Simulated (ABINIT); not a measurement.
# SnSe (F-43m): from the cell to the phonon bands, part 2 of 3

How does SnSe (F-43m) vibrate, and is this structure a minimum?

ABINIT 10.8.3; DFT LDA, scalar-relativistic, plane waves, HGH norm-conserving pseudopotentials.

So far. Step 4 (Relaxing the cell and atoms): The volume changes by +1.5 % in this run and stands -6.0 % from the first cell. Step 5 (Self-consistent run for the response): The cell stands at -0.59 GPa: the relaxation ran with a smoothed and higher cutoff, and the difference is a stress of the finite basis. The relaxed cell has a = 6.550 Å (conventional setting).

The structure was built from a prototype and need not be the compound's stable phase.

## Step 6: Linear response at Γ

At q = 0 one unit cell holds all displacements. The response is solved for single atoms along the cell's directions, and symmetry skips those that follow from others. The crystal is treated as a metal, which screens a static field, so no field response is asked.

Input file dfpt_gamma.abi:

```

# common to the responses
getwfk_filepath "gso_WFK"
kptopt 2
nqpt 1
qpt 0.0 0.0 0.0
asr 0
chneut 0

# displacements
rfphon 1
rfatpol 1 2
rfdir 1 1 1
tolvrs 1.0d-10
prtwf 0

# basis, mesh and filling
ecut 20.0
ixc 7
ngkpt 8 8 8
nshiftk 1
shiftk 0.0 0.0 0.0
istwfk *1
occopt 3
tsmear 0.01
nband 11
nstep 100
diemac 1000000.0
prtebands 0
prtgsr 0
useylm 1

# cell and atoms
acell 3*1.0 Angstrom
rprim 
    0.0 3.27496299 3.27496299
    3.27496299 0.0 3.27496299
    3.27496299 3.27496299 0.0
ntypat 2
znucl 50 34
natom 2
typat 1 2
xred 
    0.0 0.0 0.0
    0.25 0.25 0.25
pp_dirpath "./pseudo"
pseudos "Sn.hgh, Se.hgh"
```

Started as:

```
$ OMP_NUM_THREADS=1 mpirun -n 2 abinit dfpt_gamma.abi > dfpt_gamma.log
```

Numbers of over 12 decimals in the logs are rounded to 6 here.

dfpt_gamma.abo, the main output file:

```text
[banners, grids, parts of the stress and lines that vanish by symmetry left out]
- input  file    -> dfpt_gamma.abi
- output file    -> dfpt_gamma.abo
- root for input  files -> dfpt_gammai
- root for output files -> dfpt_gammao

 Symmetries : space group F-4 3 m (#216); Bravais cF (face-center cubic)
================================================================================
 Values of the parameters that define the memory need of the present run (RF).
     intxc =       0      iscf =       7    lmnmax =      14     lnmax =       6
     mgfft =      36  mpssoang =       3    mqgrid =    3001     natom =       2
  nloc_mem =       1    nspden =       1   nspinor =       1    nsppol =       1
      nsym =      24    n1xccc =       0    ntypat =       2    occopt =       3
   xclevel =       1
-    mband =          11        mffmem =           1         mkmem =         130
-   mkqmem =         130        mk1mem =         130           mpw =        2085
      nfft =       46656          nkpt =         260
- my_mband =          11
================================================================================
================================================================================

--------------------------------------------------------------------------------
------------- Echo of variables that govern the present computation ------------
--------------------------------------------------------------------------------
-
- outvars: echo of selected default values
-   iomode0 =  0 , fftalg0 =312 , wfoptalg0 =  0
-
- outvars: echo of global parameters not present in the input file
-  max_nthreads =    1
-
 -outvars: echo values of preprocessed input variables
 [... echo left out ...]
================================================================================

 chkinp: Checking input parameters for consistency.

[...]
== DATASET  1 ==================================================================
-   mpi_nproc: 2, omp_nthreads: 1 (-1 if OMP is not activated)

--- !DatasetInfo
iteration_state: {dtset: 1, }
dimensions: {natom: 2, nkpt: 260, mband: 11, nsppol: 1, nspinor: 1, nspden: 1, mpw: 2085, }
cutoff_energies: {ecut:  20.0, pawecutdg:  -1.0, }
electrons: {nelect:   1.00000000E+01, charge:   0.00000000E+00, occopt:   3.00000000E+00, tsmear:   1.00000000E-02, }
meta: {optdriver: 1, rfphon: 1, }
...

 mkfilename: getwfk from: gso_WFK

 Exchange-correlation functional for the present dataset will be:
  LDA: Perdew-Wang 92 LSD fit to Ceperley-Alder data - ixc=7
 Citation for XC functional:
  J.P.Perdew and Y.Wang, PRB 45, 13244 (1992)

 Real(R)+Recip(G) space primitive vectors, cartesian coordinates (Bohr,Bohr^-1):
 R(1)=  0.0000000  6.1887831  6.1887831  G(1)= -0.0807913  0.0807913  0.0807913
 R(2)=  6.1887831  0.0000000  6.1887831  G(2)=  0.0807913 -0.0807913  0.0807913
 R(3)=  6.1887831  6.1887831  0.0000000  G(3)=  0.0807913  0.0807913 -0.0807913
 Unit cell volume ucvol=  4.7407362E+02 bohr^3
 Angles (23,13,12)=  6.00000000E+01  6.00000000E+01  6.00000000E+01 degrees
 setup1 : take into account q-point for computing boxcut.

 getcut: wavevector=  0.0000  0.0000  0.0000  ngfft=  36  36  36
         ecut(hartree)=     20.000   => boxcut(ratio)=   2.04316

--- Pseudopotential description ------------------------------------------------
- pspini: atom type   1  psp file is ./pseudo/Sn.hgh

- pspini: atom type   2  psp file is ./pseudo/Se.hgh

   3.50861101E+02                                ecore*ucvol(ha*bohr**3)
--------------------------------------------------------------------------------

 ==>  initialize data related to q vector <==

 The list of irreducible perturbations for this q vector is:
    1)    idir= 1    ipert=   1
    2)    idir= 1    ipert=   2

[...]
The perturbation idir=   2  ipert=   1 is
 symmetric of a previously calculated perturbation.
 So, its SCF calculation is not needed.

 The perturbation idir=   3  ipert=   1 is
 symmetric of a previously calculated perturbation.
 So, its SCF calculation is not needed.

 The perturbation idir=   2  ipert=   2 is
 symmetric of a previously calculated perturbation.
 So, its SCF calculation is not needed.

 The perturbation idir=   3  ipert=   2 is
 symmetric of a previously calculated perturbation.
 So, its SCF calculation is not needed.

--------------------------------------------------------------------------------
 Perturbation wavevector (in red.coord.)   0.000000  0.000000  0.000000
 Perturbation : displacement of atom   1   along direction   1
 Found     2 symmetries that leave the perturbation invariant.

[...]
dfpt_looppert : total number of electrons, from k and k+q
  fully or partially occupied states are    1.000000E+01 and    1.000000E+01.
 Initialisation of the first-order wave-functions :
  ireadwf=   0

--- !BeginCycle
iteration_state: {dtset: 1, }
solver: {iscf: 7, nstep: 100, nline: 4, wfoptalg: 0, }
tolerances: {tolvrs: 1.00E-10, }
...

     iter   2DEtotal(Ha)        deltaE(Ha) residm    vres2
-ETOT  1   10.907904989182     -7.856E+01 8.140E-01 2.052E+04
 ETOT  2   2.236350     -8.672E+00 6.966E-03 3.111E+02
 ETOT  3   2.140721     -9.563E-02 1.209E-03 2.049E+01
 ETOT  4   2.136114     -4.606E-03 7.233E-05 1.775E+00
 ETOT  5   2.135783     -3.314E-04 1.288E-05 2.234E-02
[...]
At SCF step   11       vres2   =  9.37E-12 < tolvrs=  1.00E-10 =>converged.
[...]
Mean square residual over all n,k,spin=   24.304E-17; max=  58.083E-15

 Thirteen components of 2nd-order total energy (hartree) are
 1,2,3: 0th-order hamiltonian combined with 1st-order wavefunctions
     kin0=   7.68928735E+01 eigvalue=   4.05801347E+00  local=  -2.18517726E+01
 4,5,6: 1st-order hamiltonian combined with 1st and 0th-order wfs
 loc psp =  -7.39408263E+01  Hartree=   1.19909810E+01     xc=  -8.13551873E+00
 note that "loc psp" includes a xc core correction that could be resolved
 7,8,9: eventually, occupation + non-local contributions
    edocc=   7.55591822E+00     enl0=   1.68192580E+01   enl1=  -1.00718679E+02
 1-9 gives the relaxation energy (to be shifted if some occ is /=2.0)
   erelax=  -8.73297527E+01
 10,11,12 Non-relaxation  contributions : frozen-wavefunctions and Ewald
 fr.local=   2.38051357E+01 fr.nonlo=   4.94163360E+01  Ewald=   1.62440601E+01
 13,14 Frozen wf xc core corrections (1) and (2)
 frxc 1  =   0.00000000E+00  frxc 2 =   0.00000000E+00
 Resulting in :
 2DEtotal=    0.2135779048E+01 Ha. Also 2DEtotal=    0.581175086086E+02 eV
    (2DErelax=   -8.7329752726E+01 Ha. 2DEnonrelax=    8.9465531774E+01 Ha)
    (  non-var. 2DEtotal :    2.1357790388E+00 Ha)

[...]
Perturbation wavevector (in red.coord.)   0.000000  0.000000  0.000000
 Perturbation : displacement of atom   2   along direction   1
 Found     2 symmetries that leave the perturbation invariant.

--------------------------------------------------------------------------------

--------------------------------------------------------------------------------

 dfpt_looppert : total number of electrons, from k and k+q
  fully or partially occupied states are    1.000000E+01 and    1.000000E+01.
 Initialisation of the first-order wave-functions :
  ireadwf=   0

--- !BeginCycle
iteration_state: {dtset: 1, }
solver: {iscf: 7, nstep: 100, nline: 4, wfoptalg: 0, }
tolerances: {tolvrs: 1.00E-10, }
...

     iter   2DEtotal(Ha)        deltaE(Ha) residm    vres2
-ETOT  1   138.80390333395     -3.021E+02 9.554E-01 2.876E+05
[...]
ETOT 11   2.139774     -7.844E-12 3.722E-13 1.665E-10
 ETOT 12   2.139774     -1.307E-12 1.470E-14 8.873E-13

 At SCF step   12       vres2   =  8.87E-13 < tolvrs=  1.00E-10 =>converged.
[...]
Mean square residual over all n,k,spin=   56.704E-18; max=  14.700E-15

 Thirteen components of 2nd-order total energy (hartree) are
 1,2,3: 0th-order hamiltonian combined with 1st-order wavefunctions
     kin0=   4.17936794E+02 eigvalue=   2.13650529E+01  local=  -2.57743048E+02
 4,5,6: 1st-order hamiltonian combined with 1st and 0th-order wfs
 loc psp =  -1.99724124E+02  Hartree=   1.05633938E+02     xc=  -4.04488923E+01
 note that "loc psp" includes a xc core correction that could be resolved
 7,8,9: eventually, occupation + non-local contributions
    edocc=   2.75424778E+01     enl0=   1.64502751E+02   enl1=  -6.77854023E+02
 1-9 gives the relaxation energy (to be shifted if some occ is /=2.0)
   erelax=  -4.38789073E+02
 10,11,12 Non-relaxation  contributions : frozen-wavefunctions and Ewald
 fr.local=   8.51352732E+01 fr.nonlo=   3.39549514E+02  Ewald=   1.62440601E+01
 13,14 Frozen wf xc core corrections (1) and (2)
 frxc 1  =   0.00000000E+00  frxc 2 =   0.00000000E+00
 Resulting in :
 2DEtotal=    0.2139774127E+01 Ha. Also 2DEtotal=    0.582262202515E+02 eV
    (2DErelax=   -4.3878907336E+02 Ha. 2DEnonrelax=    4.4092884749E+02 Ha)
    (  non-var. 2DEtotal :    2.1397740820E+00 Ha)

[...]
---- first-order wavefunction calculations are completed ----

 ==> Compute Derivative Database <==

 [... matrices left out ...]
  Phonon wavevector (reduced coordinates) :  0.00000  0.00000  0.00000
 Phonon energies in Hartree :
   1.231773E-05  1.231773E-05  1.231773E-05  5.681530E-04  5.681530E-04
   5.681530E-04
 Phonon frequencies in cm-1    :
-  2.703429E+00  2.703429E+00  2.703429E+00  1.246952E+02  1.246952E+02
-  1.246952E+02

== END DATASET(S) ==============================================================
================================================================================

 -outvars: echo values of variables after computation
            acell      1.8897261259E+00  1.8897261259E+00  1.8897261259E+00 Bohr
           etotal      2.1397741271E+00
            fcart      0.0000000000E+00  0.0000000000E+00  0.0000000000E+00
           strten      0.0000000000E+00  0.0000000000E+00  0.0000000000E+00
================================================================================
```

Elapsed: 2.4 min, on 2 MPI ranks of Intel Xeon at 2.70GHz, shared host; 4.7 min of CPU time.

Numbers from this step:

| Property | Result |
| --- | --- |
| largest acoustic frequency at the zone centre before the sum rule | 2.7 cm⁻¹ |
| highest optical zone-centre mode (no LO-TO term) | 124.7 cm⁻¹ |
| lowest optical zone-centre mode | 124.7 cm⁻¹ |

The acoustic modes at Γ come out as far as 2.7 cm⁻¹ from zero, where they should vanish, a small numerical error.

## Step 7: Zone-centre analysis

anaddb reads the merged derivatives and imposes the acoustic sum rule.

Input file anaddb.abi:

```
ddb_filepath "gamma_DDB"
output_file "anaddb.abo"
outdata_prefix "anaddb"
asr 1
chneut 1
enunit 2
eivec 1
nph1l 1
qph1l 0.0 0.0 0.0 1.0
```

Input file mrgddb.in:

```
gamma_DDB
merged
2
dfpt_gammao_DDB
gso_DDB
```

Started as:

```
$ mrgddb < mrgddb.in > mrgddb.log
$ OMP_NUM_THREADS=1 anaddb anaddb.abi > anaddb.log
```

anaddb.abo, the main output file:

```text
-outvars_anaddb: echo values of input variables ----------------------

 Miscellaneous information :
      enunit         2
       eivec         1
         asr         1
 First list of wavevector (reduced coord.) :
       nph1l         1
       qph1l
                     0.00000000E+00  0.00000000E+00  0.00000000E+00    1.000E+00

================================================================================

 read the DDB information and perform some checks

  ==== Info on the Cryst% object ====
 Real(R)+Recip(G) space primitive vectors, cartesian coordinates (Bohr,Bohr^-1):
 R(1)=  0.0000000  6.1887831  6.1887831  G(1)= -0.0807913  0.0807913  0.0807913
 R(2)=  6.1887831  0.0000000  6.1887831  G(2)=  0.0807913 -0.0807913  0.0807913
 R(3)=  6.1887831  6.1887831  0.0000000  G(3)=  0.0807913  0.0807913 -0.0807913
 Unit cell volume ucvol=  4.7407362E+02 bohr^3
 Angles (23,13,12)=  6.00000000E+01  6.00000000E+01  6.00000000E+01 degrees
 Time-reversal symmetry is present
 Reduced atomic positions [iatom, xred, symbol]:
    1)    0.0000000  0.0000000  0.0000000  Sn
    2)    0.2500000  0.2500000  0.2500000  Se

 DDB file with 3 blocks has been read.

================================================================================

 Treat the first list of vectors

  Phonon wavevector (reduced coordinates) :  0.00000  0.00000  0.00000
 Phonon energies in Hartree :
   0.000000E+00  0.000000E+00  0.000000E+00  5.679497E-04  5.679497E-04
   5.679497E-04
 Phonon energies in meV     :
-  0.000000E+00  0.000000E+00  0.000000E+00  1.545470E+01  1.545470E+01
-  1.545470E+01
 Phonon frequencies in cm-1    :
-  0.000000E+00  0.000000E+00  0.000000E+00  1.246506E+02  1.246506E+02
-  1.246506E+02
 Phonon frequencies in Thz     :
-  0.000000E+00  0.000000E+00  0.000000E+00  3.736930E+00  3.736930E+00
-  3.736930E+00
 Phonon energies in Kelvin  :
-  0.000000E+00  0.000000E+00  0.000000E+00  1.793443E+02  1.793443E+02
-  1.793443E+02

 Eigendisplacements
 (will be given, for each mode : in cartesian coordinates
   for each atom the real part of the displacement vector,
   then the imaginary part of the displacement vector - absolute values smaller than 1.0d-7 are set to zero)
  Mode number    1   Energy    0.000000E+00
 Attention : low frequency mode.
   (Could be unstable or acoustic mode)
-  1  0.00000000E+00  0.00000000E+00 -1.66590241E-03
-     0.00000000E+00  0.00000000E+00  0.00000000E+00
-  2  0.00000000E+00  0.00000000E+00 -1.66590252E-03
-     0.00000000E+00  0.00000000E+00  0.00000000E+00
  Mode number    2   Energy    0.000000E+00
 Attention : low frequency mode.
   (Could be unstable or acoustic mode)
-  1  0.00000000E+00  1.66590241E-03  0.00000000E+00
-     0.00000000E+00  0.00000000E+00  0.00000000E+00
-  2  0.00000000E+00  1.66590252E-03  0.00000000E+00
-     0.00000000E+00  0.00000000E+00  0.00000000E+00
  Mode number    3   Energy    0.000000E+00
 Attention : low frequency mode.
   (Could be unstable or acoustic mode)
-  1  1.66590241E-03  0.00000000E+00  0.00000000E+00
-     0.00000000E+00  0.00000000E+00  0.00000000E+00
-  2  1.66590252E-03  0.00000000E+00  0.00000000E+00
-     0.00000000E+00  0.00000000E+00  0.00000000E+00
  Mode number    4   Energy    5.679497E-04
-  1  0.00000000E+00  0.00000000E+00 -1.35865597E-03
-     0.00000000E+00  0.00000000E+00  0.00000000E+00
-  2  0.00000000E+00  0.00000000E+00  2.04262969E-03
-     0.00000000E+00  0.00000000E+00  0.00000000E+00
  Mode number    5   Energy    5.679497E-04
-  1  0.00000000E+00 -1.35865597E-03  0.00000000E+00
-     0.00000000E+00  0.00000000E+00  0.00000000E+00
-  2  0.00000000E+00  2.04262968E-03  0.00000000E+00
-     0.00000000E+00  0.00000000E+00  0.00000000E+00
  Mode number    6   Energy    5.679497E-04
-  1  1.35865597E-03  0.00000000E+00  0.00000000E+00
-     0.00000000E+00  0.00000000E+00  0.00000000E+00
-  2 -2.04262968E-03  0.00000000E+00  0.00000000E+00
-     0.00000000E+00  0.00000000E+00  0.00000000E+00

 Analysis of degeneracies and characters (maximum tolerance=1.00E-06 a.u.)
 For each vibration mode, or group of modes if degenerate,
 the characters are given for each symmetry operation (see the list in the log file).
 Symmetry characters of vibration mode #   1
       degenerate with vibration modes #   2 to    3
  3.0 -1.0 -1.0 -1.0  1.0 -1.0  1.0 -1.0 -0.0 -0.0  0.0  0.0  1.0 -1.0 -1.0  1.0
 -0.0  0.0  0.0 -0.0  1.0  1.0 -1.0 -1.0
 Symmetry characters of vibration mode #   4
       degenerate with vibration modes #   5 to    6
  3.0 -1.0 -1.0 -1.0  1.0 -1.0  1.0 -1.0 -0.0  0.0 -0.0  0.0  1.0 -1.0 -1.0  1.0
 -0.0 -0.0  0.0  0.0  1.0  1.0 -1.0 -1.0
-
```

It took 0.71 s on 1 thread.

No LO-TO term; unit eigenvectors of the mass-weighted matrix, from anaddb's displacements. Modes at Γ, with each element's share of the kinetic energy:

```csv
mode,frequency (cm⁻¹),symmetry,Sn %,Se %
1,0.0,acoustic,60,40
2,0.0,acoustic,60,40
3,0.0,acoustic,60,40
4,124.7,T2,40,60
5,124.7,T2,40,60
6,124.7,T2,40,60
```

Displacements in mode 5 (124.7 cm⁻¹), the largest set to 1:
```
Sn1  0.00 -0.67  0.00
Se2  0.00  1.00  0.00
```

The rule moves no optical mode by more than 0.1 cm⁻¹.

## Step 8: Phonons on a q mesh

Linear response treats each wavevector in the unit cell, with no supercell; the 2×2×2 mesh fixes the range of the force constants to be had.

Input file dfpt_q.abi:

```
ndtset 2

# wavevectors
qpt1 0.5 0.0 0.0
qpt2 0.5 0.5 0.0

# displacements
getwfk_filepath "gso_WFK"
getwfq_filepath "gso_WFK"
kptopt 3
nqpt 1
rfphon 1
rfatpol 1 2
rfdir 1 1 1
tolvrs 1.0d-10
prtwf 0

# basis, mesh and filling
ecut 20.0
ixc 7
ngkpt 8 8 8
nshiftk 1
shiftk 0.0 0.0 0.0
istwfk *1
occopt 3
tsmear 0.01
nband 11
nstep 100
diemac 1000000.0
prtebands 0
prtgsr 0
useylm 1

# cell and atoms
acell 3*1.0 Angstrom
rprim 
    0.0 3.27496299 3.27496299
    3.27496299 0.0 3.27496299
    3.27496299 3.27496299 0.0
ntypat 2
znucl 50 34
natom 2
typat 1 2
xred 
    0.0 0.0 0.0
    0.25 0.25 0.25
pp_dirpath "./pseudo"
pseudos "Sn.hgh, Se.hgh"
```

Started as:

```
$ OMP_NUM_THREADS=1 mpirun -n 2 abinit dfpt_q.abi > dfpt_q.log
```

dfpt_q.abo, the main output file:

```text
[banners, grids, parts of the stress and lines that vanish by symmetry left out]
- input  file    -> dfpt_q.abi
- output file    -> dfpt_q.abo
- root for input  files -> dfpt_qi
[...]
DATASET    1 : space group F-4 3 m (#216); Bravais cF (face-center cubic)
[...]
nfft =       46656          nkpt =         512
[...]
DATASET    2 : space group F-4 3 m (#216); Bravais cF (face-center cubic)
[...]
nfft =       46656          nkpt =         512
[...]
== DATASET  1 ==================================================================
[...]
cutoff_energies: {ecut:  20.0, pawecutdg:  -1.0, }
[...]
Exchange-correlation functional for the present dataset will be:
  LDA: Perdew-Wang 92 LSD fit to Ceperley-Alder data - ixc=7
[...]
Perturbation : displacement of atom   1   along direction   1
[...]
-ETOT  1   290.30090422177      1.807E+02 1.092E+00 1.945E+06
 ETOT  2   22.898442877866     -2.674E+02 1.905E-01 5.599E+04
 ETOT  3   10.824696818456     -1.207E+01 3.615E-02 5.799E+04
 ETOT  4   3.854197     -6.970E+00 1.560E-02 4.274E+03
 ETOT  5   3.411723     -4.425E-01 7.295E-03 3.469E+01
[...]
At SCF step   15       vres2   =  2.19E-11 < tolvrs=  1.00E-10 =>converged.
[...]
Perturbation : displacement of atom   1   along direction   2
[...]
-ETOT  1   14.547751011506     -7.640E+01 7.967E-01 3.185E+04
[...]
At SCF step   11       vres2   =  3.31E-11 < tolvrs=  1.00E-10 =>converged.
[...]
Perturbation : displacement of atom   2   along direction   1
[...]
-ETOT  1   1100.0067513376      6.137E+02 3.195E+00 7.297E+06
[...]
At SCF step   17       vres2   =  8.92E-12 < tolvrs=  1.00E-10 =>converged.
[...]
Perturbation : displacement of atom   2   along direction   2
[...]
-ETOT  1   154.36909598053     -2.899E+02 1.359E+00 3.493E+05
[...]
At SCF step   12       vres2   =  5.47E-12 < tolvrs=  1.00E-10 =>converged.
[...]
Phonon wavevector (reduced coordinates) :  0.50000  0.00000  0.00000
 Phonon energies in Hartree :
[...]
Phonon frequencies in cm-1    :
- -2.087663E+01 -2.087662E+01  6.016997E+01  1.149897E+02  1.149897E+02
-  1.155220E+02
[...]
== DATASET  2 ==================================================================
[...]
cutoff_energies: {ecut:  20.0, pawecutdg:  -1.0, }
[...]
Exchange-correlation functional for the present dataset will be:
  LDA: Perdew-Wang 92 LSD fit to Ceperley-Alder data - ixc=7
[...]
- 34.00000   6.00000     10605                znucl, zion, pspdat
[...]
Perturbation : displacement of atom   1   along direction   1
[...]
-ETOT  1   160.23790349504      5.714E+01 8.426E-01 8.036E+05
[...]
At SCF step   13       vres2   =  3.65E-11 < tolvrs=  1.00E-10 =>converged.
[...]
Perturbation : displacement of atom   2   along direction   1
[...]
-ETOT  1   612.92998691300      1.413E+02 1.772E+00 2.985E+06
[...]
ETOT 13  0.981650     -7.446E-12 8.692E-14 1.400E-10
 ETOT 14  0.981650      7.674E-12 3.196E-15 9.674E-12
 At SCF step   14       vres2   =  9.67E-12 < tolvrs=  1.00E-10 =>converged.
[...]
Phonon wavevector (reduced coordinates) :  0.50000  0.50000  0.00000
 Phonon energies in Hartree :
[...]
Phonon frequencies in cm-1    :
- -4.387995E+01 -4.387995E+01  8.572930E+01  8.572930E+01  9.378250E+01
-  1.003821E+02
[...]
strten1     0.0000000000E+00  0.0000000000E+00  0.0000000000E+00
           strten2     0.0000000000E+00  0.0000000000E+00  0.0000000000E+00
================================================================================
```

The job ended after 23 min (2 MPI ranks).

Read from the output:

| Property | Result |
| --- | --- |
| lowest mode on the q mesh (acoustic ones at the zone centre apart) | -43.88 cm⁻¹ |

Frequencies (cm⁻¹) before the sum rule at the irreducible wavevectors but Γ, which is solved apart; negative means imaginary. Frequencies by wavevector:

```csv
q (fractions),star,mode 1,mode 2,mode 3,mode 4,mode 5,mode 6
0.5 0 0,4,-20.88,-20.88,60.17,115,115,115.5
0.5 0.5 0,3,-43.88,-43.88,85.73,85.73,93.78,100.4
```

(Part 2 of 3 ends here.)

[Host names and launcher messages were left out of these logs when they were recorded.]

[Logs are printed without paths, hosts, clocks, repeated set-up lines and the standing remarks that a program may print on its own settings, such as how far it seeks lower states.]

[Hosts, paths, dates, database ids (printed as entryN), source tags and the programs' standing remarks are cut or masked in the printed files.]
